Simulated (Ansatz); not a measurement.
## Mg (P6_3/mmc): phonon-mediated transition temperature

What Tc do the phonons of Mg (P6_3/mmc) give, and how does it depend on μ*? The cell shown first is a relaxed one, from steps not shown here.

Main program and level: Ansatz 0.2.0; DFT PBE, scalar-relativistic, plane waves, PseudoDojo norm-conserving pseudopotentials, in the first sound run; inputs show where later runs differ.

Report form: the programs' logs are mostly left out.

## 1. The cell after earlier relaxation steps

Symmetry: P6_3/mmc, No. 194, hexagonal system. The conventional cell has a = 3.208 Å, b = 3.208 Å, c = 5.152 Å, α = 90.00°, β = 90.00°, γ = 120.00°. Nearest to Mg lie 12 Mg at 3.17 to 3.21 Å.

## 2. Coupling and resistivity: PseudoDojo files

The run that gives the couplings also evaluates McMillan's and Allen and Dynes's formulas and, where asked, the Eliashberg equations, over a range of μ*.

File input.yaml:

```yaml
crystal:
  lattice:
    - [3.2083638865, 0.0, 0.0]
    - [-1.6041819432, 2.7785246303, 0.0]
    - [0.0, 0.0, 5.1524968307]
  atoms:
    - { symbol: Mg, position: [0.3333333333, 0.6666666667, 0.25] }
    - { symbol: Mg, position: [0.6666666667, 0.3333333333, 0.75] }
kpoints:
  mp_grid: { grid: [12, 12, 6] }
hamiltonian:
  xc: pbe
  pseudopotentials: { kind: nc, accuracy: standard }
scf:
  occupations: { method: methfessel_paxton, width: 0.2 }
output:
  eigenvalues: true
phonons:
  method: dfpt
  qmesh: [6, 6, 3]
  temperatures: { t_max: 1000, t_step: 50 }
  qpath:
    path:
      - [[0.0, 0.0, 0.0], [0.5, 0.0, 0.0], [0.33333333, 0.33333333, 0.0], [0.0, 0.0, 0.0], [0.0, 0.0, 0.5], [0.5, 0.0, 0.5], [0.33333333, 0.33333333, 0.5], [0.0, 0.0, 0.5]]
      - [[0.5, 0.0, 0.5], [0.5, 0.0, 0.0]]
    npoints: 6
  electrical_resistivity:
    mesh: [24, 24, 12]
    temperatures: [20.0, 50.0, 80.0, 100.0, 150.0, 200.0, 273.0, 300.0, 400.0, 500.0, 600.0, 800.0]
  superconductivity: { mesh: [24, 24, 12], eliashberg_equations: false }
```

Launch:

```
ansatz run input.yaml --threads 16 --pin off --max-ram 92160MiB --backend cuda --events-out ev --progress --plain --runs-dir out --max-vram 78GiB
```

It took 78 s on 1 × NVIDIA GB200 with 16 threads of Arm Neoverse V2, shared host; peak memory 6.5 GiB; 11 min of CPU time.

Numbers from this step:

```
volume per atom                                                                : 22.97 Å³/atom
metallic on mesh                                                               : yes
gap on the k-mesh                                                              : 0 eV
zero point energy                                                              : 0.06240 eV/cell
share of imaginary modes in the plain interpolation between solved wavevectors : 0
highest frequency, solved or plainly interpolated                              : 256.0 cm⁻¹
Debye temperature (second moment)                                              : 323 K
resistivity at 300 K                                                           : 4.306 μΩ cm, mean of the axes
coupling constant λ                                                            : 0.2495
density of states at the Fermi level                                           : 0.4124 states/eV a spin and cell
log mean phonon energy ħω_log                                                  : 20.14 meV
transport coupling constant λ_tr                                               : 0.2104, 0.2104, 0.2077 (xx, yy, zz)
Drude plasma energy                                                            : 7.26, 7.26, 7.639 eV (xx, yy, zz)
resistivity times mean free path                                               : 10.32, 10.32, 9.889 × 10⁻¹⁶ Ω m² (xx, yy, zz)
second-moment phonon energy ħω₂                                                : 22.83 meV
coupling λ by branch                                                           : 0.0237, 0.0305, 0.0346, 0.037, 0.0626, 0.0611 (branches by rank of frequency)
```

An empty cell: under 1 mK by a formula, or no transition down to the floor of the Eliashberg search. Transition temperatures:

| μ* | McMillan Tc (K) | Allen–Dynes Tc (K) |
| --- | --- | --- |
| 0.08 | 0.0499 | 0.0503 |
| 0.1 | 0.012 | 0.0121 |
| 0.12 | 0.0016 | 0.00161 |
| 0.13 | - | - |
| 0.14 | - | - |
| 0.16 | - | - |
| 0.2 | - | - |

## 3. Resistivity: finite displacements

Finite displacements in a supercell are the other road to force constants and couplings; here with the base functional.

This step: DFT PBE, scalar-relativistic, plane waves, PAW; PAW set soft_1 (Ansatz 0.2.0).

input.yaml: that of step 2 with these lines changed.

```diff
@@ -2,5 +2,5 @@
   lattice:
-    - [3.2083638865, 0.0, 0.0]
-    - [-1.6041819432, 2.7785246303, 0.0]
-    - [0.0, 0.0, 5.1524968307]
+    - [3.2076232361, 0.0, 0.0]
+    - [-1.6038116181, 2.7778832082, 0.0]
+    - [0.0, 0.0, 5.1516040759]
   atoms:
@@ -12,3 +12,3 @@
   xc: pbe
-  pseudopotentials: { kind: nc, accuracy: standard }
+  pseudopotentials: { kind: paw, azcp: { folder: soft_1 } }
 scf:
@@ -18,4 +18,4 @@
 phonons:
-  method: dfpt
-  qmesh: [6, 6, 3]
+  method: fd
+  supercell: [6, 6, 3]
   temperatures: { t_max: 1000, t_step: 50 }
```

The job ended after 100 s (1 × NVIDIA GB200 with 16 threads; peak memory 17 GiB; 13 min of CPU time).

Numbers from this step:

```
volume per atom                                   : 22.95 Å³/atom
zero point energy                                 : 0.06248 eV/cell
highest frequency, solved or plainly interpolated : 256.2 cm⁻¹
Debye temperature (second moment)                 : 324 K
resistivity at 300 K                              : 4.27 μΩ cm, mean of the axes
coupling constant λ                               : 0.248
density of states at the Fermi level              : 0.4134 states/eV a spin and cell
log mean phonon energy ħω_log                     : 20.19 meV
transport coupling constant λ_tr                  : 0.2088, 0.2088, 0.2063 (xx, yy, zz)
Drude plasma energy                               : 7.264, 7.264, 7.639 eV (xx, yy, zz)
resistivity times mean free path                  : 10.3, 10.3, 9.872 × 10⁻¹⁶ Ω m² (xx, yy, zz)
second-moment phonon energy ħω₂                   : 22.87 meV
coupling λ by branch                              : 0.0235, 0.0302, 0.0343, 0.0367, 0.0623, 0.061 (branches by rank of frequency)
```

An empty cell: under 1 mK by a formula, or no transition down to the floor of the Eliashberg search. Transition temperatures:

| μ* | McMillan Tc (K) | Allen–Dynes Tc (K) |
| --- | --- | --- |
| 0.08 | 0.0468 | 0.0472 |
| 0.1 | 0.011 | 0.0111 |
| 0.12 | 0.0014 | 0.00141 |
| 0.13 | - | - |
| 0.14 | - | - |
| 0.16 | - | - |
| 0.2 | - | - |

## 4. Resistivity: r2SCAN at its own relaxed cell

The functional sets the lattice constant, the bands and the force constants.

This step: DFT r2SCAN, scalar-relativistic, plane waves, PAW; PAW set soft_1 (Ansatz 0.2.0).

input.yaml: that of step 3 with these lines changed.

```diff
@@ -2,5 +2,5 @@
   lattice:
-    - [3.2076232361, 0.0, 0.0]
-    - [-1.6038116181, 2.7778832082, 0.0]
-    - [0.0, 0.0, 5.1516040759]
+    - [3.1917921783, 0.0, 0.0]
+    - [-1.5958960892, 2.76417311, 0.0]
+    - [0.0, 0.0, 5.119811118]
   atoms:
@@ -11,3 +11,3 @@
 hamiltonian:
-  xc: pbe
+  xc: r2scan
   pseudopotentials: { kind: paw, azcp: { folder: soft_1 } }
@@ -18,4 +18,4 @@
 phonons:
-  method: fd
-  supercell: [6, 6, 3]
+  method: dfpt
+  qmesh: [6, 6, 3]
   temperatures: { t_max: 1000, t_step: 50 }
```

It took 4.5 min on 1 × NVIDIA GB200 with 16 threads; peak memory 5.5 GiB; 43 min of CPU time.

This step gave:

```yaml
volume_per_atom: 22.59 Å³/atom
zero_point_energy: 0.06743 eV/cell
highest_frequency_solved_or_plainly_interpolated: 271.4 cm⁻¹
debye_temperature_second_moment: 349 K
resistivity_at_300_k: 4.26 μΩ cm, mean of the axes
coupling_constant_lambda: 0.2173
density_of_states_at_the_fermi_level: 0.3605 states/eV a spin and cell
log_mean_phonon_energy_omega_log: 20.88 meV
transport_coupling_constant_lambda_tr: 0.1905, 0.1905, 0.1901 (xx, yy, zz)
drude_plasma_energy: 6.952, 6.952, 7.391 eV (xx, yy, zz)
resistivity_times_mean_free_path: 11.54, 11.54, 10.76 × 10⁻¹⁶ Ω m² (xx, yy, zz)
second_moment_phonon_energy_omega: 24 meV
coupling_lambda_by_branch: 0.0256, 0.0306, 0.0295, 0.0295, 0.0513, 0.0509 (branches by rank of frequency)
```

An empty cell: under 1 mK by a formula, or no transition down to the floor of the Eliashberg search. Transition temperatures:

| μ* | McMillan Tc (K) | Allen–Dynes Tc (K) |
| --- | --- | --- |
| 0.08 | 0.00912 | 0.00918 |
| 0.1 | 0.00102 | 0.00103 |
| 0.12 | - | - |
| 0.13 | - | - |
| 0.14 | - | - |
| 0.16 | - | - |
| 0.2 | - | - |

The Eliashberg function α²F by phonon energy; read off at these points:

| phonon energy (meV) | α²F | α²F tr |
| --- | --- | --- |
| 1.0 | 0 | 0 |
| 2.0 | 4.6e-4 | 2.4e-4 |
| 3.0 | 0.00191 | 0.00151 |
| 4.0 | 0.00306 | 0.00296 |
| 5.0 | 0.00487 | 0.00477 |
| 6.0 | 0.00670 | 0.00670 |
| 7.0 | 0.00892 | 0.00902 |
| 8.0 | 0.0113 | 0.0114 |
| 9.0 | 0.0139 | 0.0143 |
| 10.0 | 0.0164 | 0.0171 |
| 11.0 | 0.0192 | 0.0203 |
| 12.0 | 0.0220 | 0.0237 |
| 13.0 | 0.0256 | 0.0284 |
| 14.0 | 0.0303 | 0.0340 |
| 15.0 | 0.0359 | 0.0402 |
| 16.0 | 0.0444 | 0.0505 |
| 17.0 | 0.0612 | 0.0694 |
| 18.0 | 0.0937 | 0.108 |
| 19.0 | 0.0768 | 0.0821 |
| 20.0 | 0.0668 | 0.0662 |
| 21.0 | 0.0648 | 0.0587 |
| 22.0 | 0.0729 | 0.0628 |
| 23.0 | 0.0869 | 0.0725 |
| 24.0 | 0.108 | 0.0894 |
| 25.0 | 0.104 | 0.0812 |
| 26.0 | 0.131 | 0.104 |
| 27.0 | 0.153 | 0.119 |
| 28.0 | 0.158 | 0.118 |
| 29.0 | 0.213 | 0.152 |
| 30.0 | 0.381 | 0.284 |
| 30.3 | 0.491 | 0.370 |
| 31.0 | 0.343 | 0.254 |
| 32.0 | 0.0801 | 0.0519 |
| 33.0 | 0.00708 | 0.00442 |

The coupling constant from the curve is λ = 0.22; modes below 24.8 meV give half. The Eliashberg function α²F (α²F) has its highest peak at 30.3 meV.

## 5. Outcome

- meshes: q 6×6×3, k 12×12×6, scattering 24×24×12
- coupling constant λ: 0.217
- log mean phonon energy ħω_log: 20.9 meV
- Allen–Dynes Tc at μ* = 0.1: 0.00103 K

**Reading.** In the last run (r2SCAN, q 6×6×3, k 12×12×6, scattering 24×24×12), with λ = 0.22 and ħω_log = 20.9 meV, Tc at μ* = 0.13 is under 1 mK by the formulas. Wikipedia's list of superconducting elements holds no transition of Mg at normal pressure, in line with the calculation. In that run Allen and Dynes's formula gives no transition above 0.05 K at μ* = 0.10 or more. By the run's own test λ is not converged in the fine mesh: it moves by 2 % between the two finest, and by up to 5 % in the other runs. The run's transport test calls it not converged in the mesh; ρ(300 K) moves by 43 % in the component that moves most. Over the runs, λ takes the values 0.249, 0.248 and 0.217, in the order shown. μ* is a typed number, phonons are harmonic, and spin fluctuations are left out; with λ this near or under μ*(1 + 0.62 λ), the formulas give Tc only to its order of magnitude, or none.

[Logs are printed without paths, hosts, clocks, repeated set-up lines and the standing remarks that a program may print on its own settings, such as how far it seeks lower states.]

[Hosts, paths, dates, database ids (printed as entryN), source tags and the programs' standing remarks are cut or masked in the printed files.]
